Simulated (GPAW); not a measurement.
## CsCu2I3 (Cmcm): one start, several treatments of the self-energy

Wanted: the gap of CsCu2I3 (Cmcm) under several approximations, with cost.

Program: GPAW 26.7.0. Level of theory: LDA and many-body steps on it, plane waves. Results are calculated unless marked as measured.

Most raw output is cut from this account.

## Step 1: The structure

Symmetry: Cmcm, No. 63, orthorhombic system. Conventional cell: a = 10.548 Å, b = 13.172 Å, c = 6.097 Å, α = 90.00°, β = 90.00°, γ = 90.00°. Nearest to Cs lie 10 I at 3.88 to 4.47 Å. Nearest to Cu lie 4 I at 2.60 to 2.70 Å. Nearest to I lie 4 Cu at 2.70 Å and 2 Cs at 4.09 Å. Nearest to I lie 2 Cu at 2.60 Å and 4 Cs at 3.88 to 4.47 Å. Farther neighbours and most contacts between anions are not listed.

Structure file:

```xyz
12
Lattice="5.2739 -6.5862 0.0000 5.2739 6.5862 0.0000 0.0000 0.0000 6.0972" Properties=species:S:1:pos:R:3 pbc="T T T"
Cs    5.2739    2.2683    1.5243
Cs    5.2739   -2.2683    4.5729
Cu    8.9763    0.0000    0.0000
Cu    1.5716    0.0000    3.0486
Cu    1.5716    0.0000    0.0000
Cu    8.9763    0.0000    3.0486
I     5.2739   -5.0003    1.5243
I     5.2739    5.0003    4.5729
I     7.5628   -1.5675    1.5243
I     2.9851    1.5675    4.5729
I     7.5628    1.5675    4.5729
I     2.9851   -1.5675    1.5243
```

The cell and positions come from the Crystallography Open Database and are kept as given unless a step says otherwise. Spin-orbit coupling is left out unless a step names it.

## Step 2: Empty states on the mesh, 2×2×2 mesh, 350 bands

This step: GPAW 26.7.0; DFT, LDA, plane waves, PAW.

The sums over transitions need many empty states on a uniform mesh; this step solves for them.

File run.py:

```python
import json
import numpy as np
from gpaw.mpi import world
from gpaw import GPAW

calc = GPAW('gs.gpw').fixed_density(kpts={'size': (2, 2, 2), 'gamma': True},
    nbands=408,
    convergence={'bands': 350},
    txt='nscf.txt')
calc.write('full.gpw', mode='all')
res = {}
kpts = calc.get_ibz_k_points()
res['kpts'] = kpts
res['eigenvalues'] = [calc.get_eigenvalues(kpt=k) for k in range(len(kpts))]
res['n_electrons'] = calc.get_number_of_electrons()

if world.rank == 0:
    with open('result.json', 'w') as f:
        json.dump(res, f, default=lambda x: x.tolist())
```

The run is started by

```bash
mpirun -n 4 gpaw python run.py
```

Elapsed: 4.4 min, on 4 MPI ranks of Intel Xeon 6975P-C (Granite Rapids), shared host; peak memory 2.3 GiB.

Numbers from this step:

```
gap                                                           : 1.781 eV
k of the valence top                                          : 0, 0, 0
k of the conduction bottom                                    : 0, 0, 0
least direct gap                                              : 1.781 eV
k points computed                                             : 6
lowest point of the top converged band, above the valence top : 41.08 eV
```

On this mesh the gap is 1.781 eV.

## Step 3: G0W0, Godby-Needs plasmon pole

Now the one-shot GW correction: screening in the RPA, then the self-energy of the levels asked for.

This step: G0W0 on LDA, plane waves, PAW.

File run.py:

```python
import json
import numpy as np
from gpaw.mpi import world
from gpaw.response.g0w0 import G0W0

gw = G0W0('full.gpw',
    filename='gw',
    kpts=[0],
    bands=(50, 54),
    ecut=50,
    nbands=340,
    integrate_gamma='WS',
    ppa=True)
gw.calculate()
res = {mode: {k: v for k, v in r.items() if k != 'sigma_eskwn'}
       for mode, r in gw.all_results.items()}

if world.rank == 0:
    with open('result.json', 'w') as f:
        json.dump(res, f, default=lambda x: x.tolist())
```

The run is started by

```bash
mpirun -n 4 gpaw python run.py
```

Wall time 3.3 min (4 MPI ranks); peak memory 3.9 GiB; 13 min of CPU time.

This step gave:

* G0W0 gap on the points computed: 3.599 eV
* least direct G0W0 gap on the computed points: 3.599 eV
* Z at the valence top: 0.7583
* Z at the conduction bottom: 0.8280
* starting gap on the mesh: 1.781 eV
* k of the valence top: 0, 0, 0
* k of the conduction bottom: 0, 0, 0

The gap on the mesh goes from 1.78 eV to 3.60 eV, a correction of +1.82 eV.

## Step 4: G0W0, full frequency, Hilbert transform

run.py: that of step 3 with these lines changed.

```diff
@@ -12,3 +12,5 @@
     integrate_gamma='WS',
-    ppa=True)
+    frequencies={'type': 'nonlinear', 'domega0': 0.1, 'omega2': 15.0},
+    eta=0.1,
+    nblocksmax=True)
 gw.calculate()
```

The run is started by

```bash
mpirun -n 4 gpaw python run.py
```

Wall time 5 min (4 MPI ranks); peak memory 4.3 GiB.

This step gave:

| Quantity | Value |
| --- | --- |
| G0W0 gap on the points computed | 3.606 eV |
| least direct G0W0 gap on the computed points | 3.606 eV |
| Z at the valence top | 0.7301 |
| Z at the conduction bottom | 0.8063 |
| starting gap on the mesh | 1.781 eV |
| k of the valence top | 0, 0, 0 |
| k of the conduction bottom | 0, 0, 0 |

Against G0W0 in GPAW (2×2×2 mesh, 340 bands, screening to 50 eV, Godby-Needs plasmon pole), the gap moves by +0.007 eV.

## Step 5: G0W0, multipole

run.py: that of step 4 with these lines changed.

```diff
@@ -12,5 +12,3 @@
     integrate_gamma='WS',
-    frequencies={'type': 'nonlinear', 'domega0': 0.1, 'omega2': 15.0},
-    eta=0.1,
-    nblocksmax=True)
+    mpa={'npoles': 4, 'wrange': [0, 40], 'varpi': 20.0, 'eta0': 0.01, 'eta_rest': 1.0, 'alpha': 1})
 gw.calculate()
```

The run is started by

```bash
mpirun -n 4 gpaw python run.py
```

Run time: 4.3 min. Hardware: 4 MPI ranks; peak memory 4.7 GiB; 17 min of CPU time.

Numbers from this step:

- G0W0 gap on the points computed: 3.620 eV
- least direct G0W0 gap on the computed points: 3.620 eV
- starting gap on the mesh: 1.781 eV
- k of the valence top: 0, 0, 0
- k of the conduction bottom: 0, 0, 0

Against G0W0 in GPAW (2×2×2 mesh, 340 bands, screening to 50 eV, Godby-Needs plasmon pole), the gap moves by +0.021 eV.

## Step 6: Side by side

Times are wall times on 4 MPI ranks of Intel Xeon 6975P-C (Granite Rapids), shared host, good to a factor of about two.

| run | mesh | bands | screening cutoff (eV) | DFT gap (eV) | gap on the mesh (eV) | direct (eV) | time |
| --- | --- | --- | --- | --- | --- | --- | --- |
| G0W0, Godby-Needs plasmon pole | 2×2×2 | 340 | 50 | 1.781 | 3.599 | 3.599 | 3.3 min |
| G0W0, full frequency, Hilbert transform | 2×2×2 | 340 | 50 | 1.781 | 3.606 | 3.606 | 5 min |
| G0W0, multipole | 2×2×2 | 340 | 50 | 1.781 | 3.620 | 3.620 | 4.3 min |

## Step 7: What came out

```yaml
g0w0_godby_needs_plasmon_pole: 3.599 eV
g0w0_full_frequency_hilbert_transform: 3.606 eV
g0w0_multipole: 3.620 eV
known_limits: not at the basis limit; d shell near the gap, gap tends to lie low; no spin-orbit coupling; coarse k mesh
```

G0W0, full frequency, Hilbert transform: +0.007 eV against G0W0, Godby-Needs plasmon pole. G0W0, multipole: +0.021 eV against G0W0, Godby-Needs plasmon pole. Bands and cutoff are finite, so the gap is not at the basis limit. The miss can reach some tenths of an eV and take either sign; the mesh is an error of its own. These stock PAW sets were not made for GW; the filled d or f shell of I lies in the frozen core, which bears on start and correction. In the G0W0 runs levels were corrected at 1 k point alone, so a gap called «on the mesh» is the least over those, and an edge elsewhere would be missed. The 2×2×2 mesh is coarse for this cell, which bears on the long-range parts of exchange and screening. A d shell, filled or nearly so, lies near the gap. One-shot GW converges very slowly in bands there, not always from below, and on a semilocal start the gap tends to come out low; starts rich in exact exchange can overshoot instead. The many-body steps are scalar-relativistic: spin-orbit coupling is not in them.

[Paths, hosts, dates, memory and timing lines, banners, echoed tables and standing remarks are left out of the program output.]

[Logs are printed without paths, hosts, clocks, repeated set-up lines and the standing remarks that a program may print on its own settings, such as how far it seeks lower states.]

[Runs of the session that timed out or met a known fault of the program may be left out.]

[Hosts, paths, dates, database ids (printed as entryN), source tags and the programs' standing remarks are cut or masked in the printed files.]
